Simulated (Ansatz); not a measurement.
# Decaying states in the gap of SrMgH3I

A new crystal, SrMgH3I: structure, gap and complex bands. It is built by putting Mg for part of the Sr in the Sr2H3I structure of space group P-3m1, with the volume rescaled by atomic radii. The parent structure comes from the Materials Project.

Method: r2SCAN DFT, plane waves, PAW files, in the first sound run; inputs show where later runs differ, in Ansatz 0.2.0.

The structure was built from a prototype and need not be the compound's stable phase.

## (1) The starting structure

The structure is trigonal, space group P3m1 (No. 156). Conventional cell: a = 3.998 Å, b = 3.998 Å, c = 7.240 Å, α = 90.00°, β = 90.00°, γ = 120.00°. Nearest to Mg lie 7 H at 2.32 to 2.65 Å and 3 I at 3.28 Å. Nearest to Sr lie 7 H at 2.32 to 2.65 Å and 3 I at 3.28 Å. Nearest to H lie 6 H at 2.53 Å and 3 Mg at 2.65 Å and 3 Sr at 2.65 Å. Nearest to H lie 3 Sr at 2.32 Å and 1 Mg at 2.33 Å. Nearest to H lie 3 Mg at 2.32 Å and 1 Sr at 2.33 Å. Nearest to I lie 3 Sr at 3.28 Å and 3 Mg at 3.28 Å. It derives from Sr2H3I. Mg for part of the Sr in the Sr2H3I structure of space group P-3m1. Farther neighbours and most contacts between anions are not listed.

## (2) Relaxing the new crystal

The substituted atoms don't fit the parent's cell, so cell and atoms relax together. A small smearing keeps the run stable in case the gap closes on the way.

Input file input.yaml:

```yaml
crystal:
  lattice:
    - [3.998152054, 0.0, 0.0]
    - [-1.999076027, 3.462501247, 0.0]
    - [0.0, 0.0, 7.2398671007]
  atoms:
    - { symbol: Mg, position: [0.6666666667, 0.3333333333, 0.67865529] }
    - { symbol: Sr, position: [0.3333333333, 0.6666666667, 0.32134471] }
    - { symbol: H, position: [0.0, 0.0, 0.5] }
    - { symbol: H, position: [0.6666666667, 0.3333333333, 0.3572515] }
    - { symbol: H, position: [0.3333333333, 0.6666666667, 0.6427485] }
    - { symbol: I, position: [0.0, 0.0, 0.0] }
kpoints:
  mp_grid: { grid: [6, 6, 4] }
scf:
  occupations: { method: gaussian, width: 0.03 }
hamiltonian:
  xc: r2scan
output:
  forces: true
  stress: true
relax:
  f_tol: 0.02
  max_steps: 60
  cell: {}
```

The run is started by

```sh
$ ansatz run input.yaml --threads 2 --pin off --max-ram 4096MiB --backend cpu --events-out ev --progress --plain --runs-dir out
```

Numbers of over 12 decimals in the logs are rounded to 6 here.

Output:

```text
Engine: ansatz 0.2.0, aarch64-unknown-linux-gnu
Pseudopotentials: kind: paw
Pseudopotential: Mg, paw, valence charge 10, recommended cutoff 500 eV (meta_gga), Mg.paw.azcp
Pseudopotential: Sr, paw, valence charge 10, recommended cutoff 500 eV (meta_gga), Sr.paw.azcp
Pseudopotential: H, paw, valence charge 1, recommended cutoff 500 eV (meta_gga), H.paw.azcp
Pseudopotential: I, paw, valence charge 17, recommended cutoff 500 eV (meta_gga), I.paw.azcp
Functional definition: r2SCAN
  parameter k0 = 0.174
  parameter k1 = 0.065
  parameter a1 = 4.9479
  exchange = r2scan_x(k0 = k0, k1 = k1, a1 = a1)
  correlation = r2scan_c
Crystal: 6 atoms, lattice volume = 100.226 Å³
Basis set: ecut = 500 eV, 2577 PW (Γ), exchange–correlation on 120×120×216 points (64 copies of the dense FFT grid, shifted against one another)
Bands: 26, of which v1, the nominal top of the filled ones, is band 20 counted from 1 (19 counted from 0)
Symmetry: 6 space group operations
Space group: P3m1 (ITA 156), of the structure as read, at distance tolerance 4.6e-5 Å
k-points: 24 of 144 (time reversal used)
Non-local potential: Mg, projectors of the file, l = 0: 3, l = 1: 2, l = 2: 1
Non-local potential: Sr, projectors of the file, l = 0: 3, l = 1: 2, l = 2: 2
Non-local potential: H, projectors of the file, l = 0: 2, l = 1: 1
Non-local potential: I, projectors of the file, l = 0: 2, l = 1: 2, l = 2: 2, l = 3: 2
PAW form: soft (Blöchl's): semilocal exchange-correlation on the pseudo side does not see the compensation charge
PAW frozen core: Mg, regenerated for the run's functional (the file was generated under x = pbe(κ = 0.804, μ = 0.219515), c = pbe(β = 0.066725))
PAW frozen core: Sr, regenerated for the run's functional (the file was generated under x = pbe(κ = 0.804, μ = 0.219515), c = pbe(β = 0.066725))
PAW frozen core: I, regenerated for the run's functional (the file was generated under x = pbe(κ = 0.804, μ = 0.219515), c = pbe(β = 0.066725))
PAW one-centre angular grid: Mg, 302 points (default); XC on 224 Gauss nodes
PAW one-centre angular grid: Sr, 302 points (default); XC on 160 Gauss nodes
PAW one-centre angular grid: H, 302 points (default); XC on 160 Gauss nodes
PAW one-centre angular grid: I, 590 points (default); XC on 160 Gauss nodes
Initial density: superposition of atomic densities (neutral atoms: chi_scale 0, normalization atom), corrected by the library's trained network
Initial wavefunctions: pseudopotential atomic-orbital guess
Functional: x = r2scan, c = r2scan; τ floored in thin density (d = 2e-4 eV/Å³)
SCF iter   1: F=—  HF=-13060.485220 eV  |F-HF|=—  |Δ(HF+E_count)|=         —  Δρ=6.01e-3  dr2=3.77e-2  dr2_τ=1.28e-2  ethr=1.77e-3  ⟨swp⟩=9.1  Hψ=3717  notcnv=0  defer=4
preconditioner: auto → Resta (q_TF=auto, 2.341 Å⁻¹)  ε∞=3.6  [insulator: Δε(μ)=0.078 eV  Ē_g=8.017 eV  σ=0.030 eV  W_gap=0.93  n_scr=22 (ndim 8)  ℏωp=12.8 eV  f_vac=0.000  D(μ)=0.14/eV (n_scr^D=0)  ε∞_Penn≈3.6]
SCF iter   2: F=—  HF=-13060.580846 eV  |F-HF|=—  |Δ(HF+E_count)|=   9.56e-2  Δρ=3.86e-3  dr2=2.05e-2  dr2_τ=2.44e-4  ethr=9.42e-5  ⟨swp⟩=3.2  Hψ=1276  notcnv=0  defer=41
SCF iter   3: F=—  HF=-13060.578990 eV  |F-HF|=—  |Δ(HF+E_count)|=   1.86e-3  Δρ=1.30e-3  dr2=2.20e-3  dr2_τ=4.56e-5  ethr=5.13e-5  ⟨swp⟩=2.9  Hψ=881  notcnv=0  defer=17
automatic band count: iteration 3 solves 25 bands in place of 26: the levels show a gap, and the empty bands left out lie too high to hold charge; the band table lists the bands solved (type scf.n_extra_bands for more)
SCF iter   4: F=—  HF=-13060.579130 eV  |F-HF|=—  |Δ(HF+E_count)|=   1.40e-4  Δρ=5.34e-4  dr2=2.78e-4  dr2_τ=6.93e-6  ethr=5.50e-6  ⟨swp⟩=2.0  Hψ=690  notcnv=0  defer=17
SCF iter   5: F=—  HF=-13060.579176 eV  |F-HF|=—  |Δ(HF+E_count)|=   4.54e-5  Δρ=9.55e-5  dr2=1.34e-5  dr2_τ=5.97e-7  ethr=6.96e-7  ⟨swp⟩=2.0  Hψ=732  notcnv=0  defer=17
SCF iter   6: F=—  HF=-13060.579181 eV  |F-HF|=—  |Δ(HF+E_count)|=   5.50e-6  Δρ=2.74e-5  dr2=7.11e-7  dr2_τ=3.57e-8  ethr=3.36e-8  ⟨swp⟩=2.6  Hψ=1033  notcnv=0  defer=17
SCF iter   7: F=-13060.579181 eV  HF=-13060.579181 eV  |F-HF|=3.81e-8  |Δ(HF+E_count)|=   2.11e-7  Δρ=8.09e-6  dr2=9.94e-8  dr2_τ=4.85e-9  ethr=2.50e-10  ⟨swp⟩=6.0  Hψ=2516  notcnv=0
SCF 1 converged in 7 iterations: F = -13060.579181 eV  dr2 = 9.94e-8
  greatest PAW one-centre occupation: 1.000 electrons in one spin orbital (limit 2), on the Mg atom at site 0 (counted from 0), in its partial waves of l = 0
relax step   1: F+E_penalty+E_count = -13060.57918119 eV  Δ(F+E_penalty+E_count) = +0.000e0 eV  max|allowed force component| = 9.116e-1 eV/Å  Δτ_max = 0.0000 Å  P = -0.043 GPa  Ω = 100.226 Å³  (7 SCF iters, dr2 threshold 1.00e-7 eV, accepted)
Crystal: 6 atoms, lattice volume = 99.810 Å³
Basis set: ecut = 500 eV, 2553 PW (Γ), exchange–correlation on 120×120×216 points (64 copies of the dense FFT grid, shifted against one another)
Initial density: handed on by an earlier stage of this run
Initial wavefunctions: those handed on with the density
iter 1 solved again at ethr=5.48e-4 eV; its pass at ethr=3.10e-3 eV (dr2=2.19e-1 eV) is discarded
SCF iter   1: F=—  HF=-13060.564648 eV  |F-HF|=—  |Δ(HF+E_count)|=         —  Δρ=1.60e-2  dr2=2.23e-1  dr2_τ=4.34e-1  ethr=5.48e-4  ⟨swp⟩=1.1  Hψ=3715  notcnv=0
automatic band count: iteration 1 solves 24 bands in place of 26: the levels show a gap, and the empty bands left out lie too high to hold charge; the band table lists the bands solved (type scf.n_extra_bands for more)
preconditioner: auto → Resta (q_TF=auto, 2.343 Å⁻¹)  ε∞=4.1  [insulator: Δε(μ)=0.611 eV  Ē_g=7.286 eV  σ=0.030 eV  W_gap=1.00  n_scr=22 (ndim 8)  ℏωp=12.9 eV  f_vac=0.000  D(μ)=0.00/eV (n_scr^D=0)  ε∞_Penn≈4.1]
SCF iter   2: F=—  HF=-13060.822445 eV  |F-HF|=—  |Δ(HF+E_count)|=   2.58e-1  Δρ=8.31e-3  dr2=6.01e-2  dr2_τ=1.17e-3  ethr=5.48e-4  ⟨swp⟩=3.0  Hψ=1200  notcnv=0
SCF iter   3: F=—  HF=-13060.818139 eV  |F-HF|=—  |Δ(HF+E_count)|=   4.31e-3  Δρ=1.32e-3  dr2=1.90e-3  dr2_τ=9.89e-5  ethr=1.50e-4  ⟨swp⟩=3.0  Hψ=1216  notcnv=0
SCF iter   4: F=—  HF=-13060.819101 eV  |F-HF|=—  |Δ(HF+E_count)|=   9.62e-4  Δρ=3.69e-4  dr2=1.75e-4  dr2_τ=4.22e-6  ethr=4.76e-6  ⟨swp⟩=2.8  Hψ=1115  notcnv=0
SCF iter   5: F=—  HF=-13060.819187 eV  |F-HF|=—  |Δ(HF+E_count)|=   8.57e-5  Δρ=9.52e-5  dr2=1.07e-5  dr2_τ=1.75e-7  ethr=4.37e-7  ⟨swp⟩=2.0  Hψ=786  notcnv=0
SCF iter   6: F=—  HF=-13060.819193 eV  |F-HF|=—  |Δ(HF+E_count)|=   6.28e-6  Δρ=2.83e-5  dr2=7.11e-7  dr2_τ=1.77e-8  ethr=2.68e-8  ⟨swp⟩=2.0  Hψ=1056  notcnv=0
[...]
preconditioner: auto → Resta (q_TF=auto, 2.338 Å⁻¹)  ε∞=4.1  [insulator: Δε(μ)=0.723 eV  Ē_g=7.273 eV  σ=0.030 eV  W_gap=1.00  n_scr=22 (ndim 8)  ℏωp=12.8 eV  f_vac=0.000  D(μ)=0.00/eV (n_scr^D=0)  ε∞_Penn≈4.1]
SCF iter   2: F=—  HF=-13060.868988 eV  |F-HF|=—  |Δ(HF+E_count)|=   2.80e-2  Δρ=6.07e-3  dr2=3.47e-2  dr2_τ=7.23e-4  ethr=3.28e-4  ⟨swp⟩=2.8  Hψ=970  notcnv=0
SCF iter   3: F=—  HF=-13060.861605 eV  |F-HF|=—  |Δ(HF+E_count)|=   7.38e-3  Δρ=9.44e-4  dr2=1.33e-3  dr2_τ=1.33e-4  ethr=8.68e-5  ⟨swp⟩=3.0  Hψ=871  notcnv=0
SCF iter   4: F=—  HF=-13060.861784 eV  |F-HF|=—  |Δ(HF+E_count)|=   1.78e-4  Δρ=3.26e-4  dr2=8.94e-5  dr2_τ=6.11e-6  ethr=3.32e-6  ⟨swp⟩=2.0  Hψ=866  notcnv=0
SCF iter   5: F=—  HF=-13060.861845 eV  |F-HF|=—  |Δ(HF+E_count)|=   6.08e-5  Δρ=8.58e-5  dr2=5.41e-6  dr2_τ=1.75e-6  ethr=2.24e-7  ⟨swp⟩=2.0  Hψ=856  notcnv=0
SCF iter   6: F=-13060.861846 eV  HF=-13060.861846 eV  |F-HF|=3.43e-7  |Δ(HF+E_count)|=   1.06e-6  Δρ=2.18e-5  dr2=4.98e-7  dr2_τ=2.94e-8  ethr=1.50e-9  ⟨swp⟩=6.0  Hψ=2476  notcnv=0
SCF 3 converged in 6 iterations: F = -13060.861846 eV  dr2 = 4.98e-7
relax step   3: F+E_penalty+E_count = -13060.86184597 eV  Δ(F+E_penalty+E_count) = -4.265e-2 eV  max|allowed force component| = 3.792e-1 eV/Å  Δτ_max = 0.1950 Å  P = -0.324 GPa  Ω = 101.048 Å³  energy of the carried Pulay correction = -1.648e-4 eV  (6 SCF iters, dr2 threshold 6.00e-7 eV, accepted)
[...]
relax step   4: F+E_penalty+E_count = -13060.89390837 eV  Δ(F+E_penalty+E_count) = -3.206e-2 eV  max|allowed force component| = 2.279e-1 eV/Å  Δτ_max = 0.0696 Å  P = -0.336 GPa  Ω = 100.676 Å³  energy of the carried Pulay correction = -9.039e-5 eV  (6 SCF iters, dr2 threshold 6.00e-7 eV, accepted)
[...]
relax step   5: F+E_penalty+E_count = -13060.90326823 eV  Δ(F+E_penalty+E_count) = -9.360e-3 eV  max|allowed force component| = 9.980e-2 eV/Å  Δτ_max = 0.0312 Å  P = +0.140 GPa  Ω = 100.189 Å³  energy of the carried Pulay correction = +7.401e-6 eV  (5 SCF iters, dr2 threshold 6.00e-7 eV, accepted)
[...]
relax step   6: F+E_penalty+E_count = -13060.90599190 eV  Δ(F+E_penalty+E_count) = -2.724e-3 eV  max|allowed force component| = 2.717e-2 eV/Å  Δτ_max = 0.0377 Å  P = +0.122 GPa  Ω = 100.293 Å³  energy of the carried Pulay correction = -1.353e-5 eV  (6 SCF iters, dr2 threshold 6.00e-7 eV, accepted)
[...]
relax step   7: F+E_penalty+E_count = -13060.90654406 eV  Δ(F+E_penalty+E_count) = -5.522e-4 eV  max|allowed force component| = 1.401e-2 eV/Å  Δτ_max = 0.0071 Å  P = +0.082 GPa  Ω = 100.430 Å³  energy of the carried Pulay correction = -4.108e-5 eV  (5 SCF iters, dr2 threshold 1.47e-7 eV, accepted)
[...]
relax step   8: F+E_penalty+E_count = -13060.90665123 eV  Δ(F+E_penalty+E_count) = -1.072e-4 eV  max|allowed force component| = 7.354e-3 eV/Å  Δτ_max = 0.0086 Å  P = -0.018 GPa  Ω = 100.718 Å³  energy of the carried Pulay correction = -9.873e-5 eV  (5 SCF iters, dr2 threshold 3.38e-8 eV, accepted)
Initial wavefunctions: pseudopotential atomic-orbital guess (no wavefunctions were taken with the density)
iter 1 solved again at ethr=1.82e-6 eV; its pass at ethr=3.10e-3 eV (dr2=7.27e-4 eV) is discarded
SCF iter   1: F=—  HF=-13060.906694 eV  |F-HF|=—  |Δ(HF+E_count)|=         —  Δρ=5.98e-5  dr2=8.32e-8  dr2_τ=2.76e-8  ethr=1.82e-6  ⟨swp⟩=3.6  Hψ=5430  notcnv=0
eigensolver tolerance schedule: the retry pair's looser diagonalisation over-reported the residual by 8739.59 of it (diagonalisation noise at an unbounded share of the residual, at the tolerance the schedule requests for it); recorded, not acted on — ethr = c·dr2/N_el stays at c = 1.0e-1
preconditioner: auto → Resta (q_TF=auto, 2.339 Å⁻¹)  ε∞=3.6  [insulator: Δε(μ)=0.659 eV  Ē_g=8.003 eV  σ=0.030 eV  W_gap=1.00  n_scr=22 (ndim 8)  ℏωp=12.8 eV  f_vac=0.000  D(μ)=0.00/eV (n_scr^D=0)  ε∞_Penn≈3.6]
SCF iter   2: F=—  HF=-13060.906728 eV  |F-HF|=—  |Δ(HF+E_count)|=   3.37e-5  Δρ=3.01e-5  dr2=2.02e-8  dr2_τ=2.96e-7  ethr=2.08e-10  ⟨swp⟩=4.0  Hψ=1683  notcnv=0
SCF iter   3: F=—  HF=-13060.906740 eV  |F-HF|=—  |Δ(HF+E_count)|=   1.19e-5  Δρ=3.42e-6  dr2=1.11e-9  dr2_τ=3.87e-9  ethr=5.04e-11  ⟨swp⟩=2.0  Hψ=960  notcnv=0
SCF iter   4: F=—  HF=-13060.906740 eV  |F-HF|=—  |Δ(HF+E_count)|=   1.51e-7  Δρ=4.78e-7  dr2=2.26e-10  dr2_τ=1.49e-11  ethr=2.77e-12  ⟨swp⟩=2.0  Hψ=869  notcnv=0
SCF iter   5: F=-13060.906740 eV  HF=-13060.906740 eV  |F-HF|=6.18e-11  |Δ(HF+E_count)|=  1.86e-10  Δρ=1.16e-7  dr2=1.31e-11  dr2_τ=1.74e-12  ethr=1.00e-12  ⟨swp⟩=5.2  Hψ=2335  notcnv=0
SCF 9 converged in 5 iterations: F = -13060.906740 eV  dr2 = 1.31e-11
relax step   9: F+E_penalty+E_count = -13060.90674017 eV  Δ(F+E_penalty+E_count) = -8.894e-5 eV  max|allowed force component| = 7.339e-3 eV/Å  Δτ_max = 0.0000 Å  P = -0.018 GPa  Ω = 100.718 Å³  stress off target by 3.07e-2 GPa  SCF on the basis re-selected at this cell (its energy is not comparable with the rows above)  (5 SCF iters)
basis re-selected at this cell: Δ(F+E_penalty+E_count) = -8.894e-5 eV, ΔP = -0.000 GPa vs the last step (what re-selecting the basis moved, of the pressure what is left beyond the Pulay correction that the steps carried, after the strain that the cell walked since its last selection, with what the two solves' SCF thresholds leave and, on support functions, any second-order correction that the steps lacked; it is no m [...]
SCF converged after 5 iterations
Free energy (F): -13060.906740 eV
Harris-Foulkes:  -13060.906740 eV  (|F-HF|=6.18e-11)
Internal energy: -13060.906740 eV  (E = F + TS)
E sigma→0 (E₀):  -13060.906740 eV
Fermi energy:    7.795701 eV
--- Per-component energies (eV) ---
  E_band       = -858.496108
  E_kinetic    = 552.689215
  E_local      = -4224.911859  (includes V_loc(G=0)·N_el)
  E_nonlocal   = 210.539687
  E_hartree    = 1747.565495
  E_xc         = -340.325349
  E_vxc        = -395.992378  (∫ρ·V_xc dr)
  E_paw        = -7853.596797  (= ΣΔE_a)
  E_vpaw       = -517.363861  (= ΣTr[D̂ρ^β])
  E_aug_tail   = -0.001298  (compensation charges beyond the density's cutoff)
  E_vtau       = 21.413376  (kinetic-family band-sum trace: ∫τ·v_τ [+ j·A + Jᵃ·Aᵃ] dr)
  E_ewald      = -3152.766643
  E_core_change = -0.099192  (= ΣΔE_core)
  E_smearing   = -0.000000  (= −TS)
  E_closure    = 0.000000  (closes the sum)
  Σ components = -13060.906740   (vs F -13060.906740, Δ=0.00e0)
--- Forces (eV/Å), atoms counted from 1 ---
  atom   1  Mg    -0.00000000     0.00000000     0.00731824
  atom   2  Sr     0.00000000     0.00000000     0.00259503
  atom   3  H      0.00000000     0.00000000    -0.00030446
  atom   4  H      0.00000000     0.00000000    -0.00116897
  atom   5  H      0.00000000     0.00000000    -0.00219224
  atom   6  I      0.00000000     0.00000000    -0.00637132
  max |Σ_I F_I| component: 1.24e-4 eV/Å
--- Stress (GPa, compression-positive) ---
       -0.030663       0.000000      -0.000000
        0.000000      -0.030663       0.000000
       -0.000000       0.000000       0.006160
  P = ⅓ Tr σ = -0.0184 GPa (-0.184 kbar)
--- Relaxed structure (8 steps of the walk, 8 accepted, 1 SCFs on fresh bases) ---
  F+E_penalty+E_count = -13060.90674017 eV   max|allowed force component| = 7.339e-3 eV/Å   (the final SCF, on the basis selected at the relaxed cell)
  cell:  # Å, volume = 100.7177 Å³
    - [4.000073, 0, 1.9630435811952388e-18]
    - [-2.000036, 3.464165, -9.815217905976203e-19]
    - [3.55468587704877e-18, 0.0, 7.268407]
  atoms:
    - { symbol: Mg, position: [0.666667, 0.333333, 0.657619] }
    - { symbol: Sr, position: [0.333333, 0.666667, 0.323674] }
    - { symbol: H, position: [-3.4119864197618516e-18, 0, 0.483028] }
    - { symbol: H, position: [0.666667, 0.333333, 0.401898] }
    - { symbol: H, position: [0.333333, 0.666667, 0.653628] }
    - { symbol: I, position: [-3.989808184769146e-18, 0, -0.019846] }
```

Wall time 51 s (2 threads of Arm Neoverse V2, shared host); peak memory 0.56 GiB.

The steps of the relaxation:

```csv
step,energy less that of the first step (eV),largest force component (eV/Å),pressure (GPa),volume (Å³)
1,0.0000,0.9116,-0.04,100.23
2,-0.2400,0.7103,0.22,99.81
3,-0.2827,0.3792,-0.32,101.05
4,-0.3147,0.2279,-0.34,100.68
5,-0.3241,0.0998,0.14,100.19
6,-0.3268,0.0272,0.12,100.29
7,-0.3274,0.0140,0.08,100.43
8,-0.3275,0.0074,-0.02,100.72
9*,-0.3276,0.0073,-0.02,100.72
```

Relaxation steps marked * repeat the geometry before them on a plane-wave basis chosen anew for their cell, so energy and pressure can jump there.

Forces are held to the 6 operations that the run works with; a distortion that breaks them can't arise in this run.

```csv
"conventional cell, symmetrised",before,after,change
a (Å),3.998,4.000,+0.0 %
b (Å),3.998,4.000,+0.0 %
c (Å),7.240,7.268,+0.4 %
volume (Å³/atom),16.70,16.79,+0.5 %
```

The atoms that moved most (Å, as changes of fractional coordinates times the final cell):

```csv
atom,dx,dy,dz,length
H4,0.000,0.000,0.325,0.325
Mg1,0.000,0.000,-0.153,0.153
I6,0.000,0.000,-0.144,0.144
H3,0.000,0.000,-0.123,0.123
H5,0.000,0.000,0.079,0.079
Sr2,0.000,0.000,0.017,0.017
```

Final coordinates:

```cif
data_structure
_symmetry_space_group_name_H-M 'P 1'
_symmetry_Int_Tables_number 1
_cell_length_a 4.0001
_cell_length_b 4.0001
_cell_length_c 7.2684
_cell_angle_alpha 90.000
_cell_angle_beta 90.000
_cell_angle_gamma 120.000
_cell_volume 100.72
loop_
_atom_site_label
_atom_site_type_symbol
_atom_site_fract_x
_atom_site_fract_y
_atom_site_fract_z
_atom_site_occupancy
Mg1 Mg 0.66667 0.33333 0.65762 1
Sr2 Sr 0.33333 0.66667 0.32367 1
H3 H 0.00000 0.00000 0.48303 1
H4 H 0.66667 0.33333 0.40190 1
H5 H 0.33333 0.66667 0.65363 1
I6 I 0.00000 0.00000 0.98015 1
```

Numbers from this step:

```yaml
free_energy: -13060.9067 eV
fermi_energy: 7.796 eV
pressure: -0.01839 GPa
```

The largest force component on a free atom ends at 0.0073 eV/Å.

## (3) Band edges

The energy window and the wavevectors of the next steps follow from the band edges, so these are searched first, off the mesh as well.

Input file input.yaml:

```yaml
crystal:
  lattice:
    - [4.0000729212, 0.0, 0.0]
    - [-2.0000364606, 3.4641647668, 0.0]
    - [0.0, 0.0, 7.268406552]
  atoms:
    - { symbol: Mg, position: [0.6666666667, 0.3333333333, 0.657618816] }
    - { symbol: Sr, position: [0.3333333333, 0.6666666667, 0.3236735085] }
    - { symbol: H, position: [0.0, 0.0, 0.4830282832] }
    - { symbol: H, position: [0.6666666667, 0.3333333333, 0.401897748] }
    - { symbol: H, position: [0.3333333333, 0.6666666667, 0.6536275306] }
    - { symbol: I, position: [0.0, 0.0, -0.0198458863] }
kpoints:
  mp_grid: { grid: [8, 8, 4] }
  band_path: { path: [VBM, CBM], npoints: 30 }
scf:
  occupations: { method: fixed }
hamiltonian:
  xc: r2scan
output:
  eigenvalues: true
  write_potential: true
  write_density: true
  volumetric_format: npy
```

Output:

```text
[...]
Crystal: 6 atoms, lattice volume = 100.718 Å³
Basis set: ecut = 500 eV, 2601 PW (Γ), exchange–correlation on 120×120×216 points (64 copies of the dense FFT grid, shifted against one another)
Bands: 26, of which v1, the nominal top of the filled ones, is band 20 counted from 1 (19 counted from 0)
Symmetry: 6 space group operations
[...]
k-points: 35 of 256 (time reversal used)
[...]
SCF iter   1: F=—  HF=-13060.815153 eV  |F-HF|=—  |Δ(HF+E_count)|=         —  Δρ=5.55e-3  dr2=2.74e-2  dr2_τ=1.27e-2  ethr=1.77e-3  ⟨swp⟩=6.2  Hψ=3941  notcnv=0  defer=123
[...]
SCF iter   8: F=-13060.907486 eV  HF=-13060.907486 eV  |F-HF|=5.24e-10  |Δ(HF+E_count)|=   2.73e-8  Δρ=3.07e-6  dr2=1.10e-8  dr2_τ=1.21e-10  ethr=2.50e-10  ⟨swp⟩=2.3  Hψ=1762  notcnv=0
SCF 1 converged in 8 iterations: F = -13060.907486 eV  dr2 = 1.10e-8
[...]
NSCF: frozen V_eff on 34 k-points
[...]
SCF converged after 8 iterations
Free energy (F): -13060.907486 eV
[...]
Internal energy: -13060.907486 eV  (E = F + TS)
E sigma→0 (E₀):  -13060.907486 eV
Fermi energy:    7.466705 eV
[...]
--- Band table (eV; the first three rows and the last of 35) ---
  k-point 0: bands = [... 16 lower, 4.9038, 5.1776, 5.1776, 7.4447, 10.7916, 10.9226, 10.9226, 11.6172, ... 2 higher]
  k-point 1: bands = [... 16 lower, 4.6096, 5.1781, 5.1781, 7.4559, 10.6907, 10.8668, 10.8668, 11.5483, ... 2 higher]
  k-point 2: bands = [... 16 lower, 4.1623, 5.1785, 5.1785, 7.4667, 10.7530, 10.8182, 10.8182, 11.2549, ... 2 higher]
  k-point 34: bands = [... 16 lower, 2.9798, 3.0775, 3.9367, 4.5808, 9.2923, 10.1163, 10.3201, 12.8385, ... 2 higher]
```

Elapsed: 30 s, on 2 threads; peak memory 0.53 GiB.

Reading the cycles: dr2 is the Hartree energy of the density residual (eV), the measure of convergence; HF is the Harris–Foulkes estimate of the energy, which meets the free energy F at convergence.

Numbers from this step:

```yaml
free_energy: -13060.9075 eV
fermi_energy: 7.467 eV
gap_on_the_k_mesh: 0.7488 eV
gap_on_path: 0.6589 eV, by band count; negative where bands overlap
direct_gap_on_path: 3.286 eV
edge_places_on_path: 0, 1.133 1/A along the path
```

Electronic bands along the path, in eV, zero at the Fermi level (highest filled level under fixed occupations); v1 is the highest filled band, c1 the lowest empty one:

```csv
point,v4,v3,v2,v1,c1,c2,c3,c4
VBM,-3.30,-2.29,-2.29,0.00,3.29,3.35,3.35,3.79
halfway,-4.16,-3.26,-2.89,-1.89,2.04,3.09,4.24,4.86
CBM,-4.33,-4.30,-3.27,-3.13,0.66,3.89,4.70,4.83
```

The searched edges give 0.659 eV, under the 0.749 eV of the mesh, which misses an edge.

[end of part 1 of 3]

[Logs are printed without paths, hosts, clocks, repeated set-up lines and the standing remarks that a program may print on its own settings, such as how far it seeks lower states.]

[Hosts, paths, dates, database ids (printed as entryN), source tags and the programs' standing remarks are cut or masked in the printed files.]

[New means built here by substitution; the compound itself may be known and measured.]
